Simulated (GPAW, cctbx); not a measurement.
## By hand: from a DFT structure factor to an extinction distance in CdCu2Si2

CdCu2Si2, I4/mmm (no. 139), a = 3.9050 Å, b = 3.9050 Å, c = 10.4806 Å, α = 90.00°, β = 90.00°, γ = 90.00°.

| atom | mult. | x | y | z |
| --- | --- | --- | --- | --- |
| Cd1 | 2 | 0 | 0 | 0 |
| Cu1 | 4 | 1/2 | 0 | 1/4 |
| Si1 | 4 | 1/2 | 1/2 | 0.1126 |

The start was made by putting kin elements into a known structure type; the compound need not exist, or be stable, in this form.

A DFT run (GPAW, PBE, 450 eV, 6×6×6 k-points, Fermi–Dirac width 0.1 eV) gives the static X-ray structure factor of 110 as 24.474 e for the conventional cell; superposed free atoms give 23.956 e. **Problem.** Find the Fourier component V of the crystal potential and the two-beam extinction distance at 80 kV in both cases.

## Step 1: Geometry

The cell volume is Ω = 159.82 Å³ and d(110) = 2.7613 Å, so g = 1/d = 0.3621 Å⁻¹.

## Step 2: The nuclei

Electrons feel nuclei as well as electrons, so the nuclear charges are summed with the same phases.

Phase sums Σ exp(2πi h·x), turned so that the total is real and positive: Cd +2.000, Cu -4.000, Si +4.000. Then F_Z = 48 × (+2.000) + 29 × (-4.000) + 14 × (+4.000) = 36.00 e. The electron term has the same sign for this reflection.

## Step 3: Mott–Bethe

Poisson's equation, term by term, gives V = (e/4πε₀)(F_Z − F)/(πΩg²), with e/4πε₀ = 14.3996 V Å.

The prefactor is 14.3996 × 2.7613²/(π × 159.82) = 0.21867 V per electron. Free atoms: (36.00 − 23.956) × 0.21867 = 2.634 V. Crystal: (36.00 − 24.474) × 0.21867 = 2.520 V. F changes by +2.16 % and V by -4.3 %: the same 0.52 e is measured against F_Z − F = 12.0 e in place of F = 24.0 e.

## Step 4: Extinction distance

In the two-beam case ξ = 1/(λU) with U = 2γm₀eV/h², that is ξ = 150.41 V Å²/(γλV).

At 80 kV, λ = 0.04176 Å and γ = 1.1566. Free atoms: ξ = 1183 Å. Crystal: ξ = 1236 Å. The thickness fringes go as sin²(πt/ξ), so the two patterns slip by a quarter of a period when t|1/ξ₁ − 1/ξ₀| = 1/4, at t ≈ 687 nm. Thermal motion, absorption and many-beam coupling, left out here, change a real pattern.

## Step 5: Answer

V(110) is 2.52 V against 2.63 V, and ξ is 1236 against 1183 Å. Limits: static atoms, two beams.
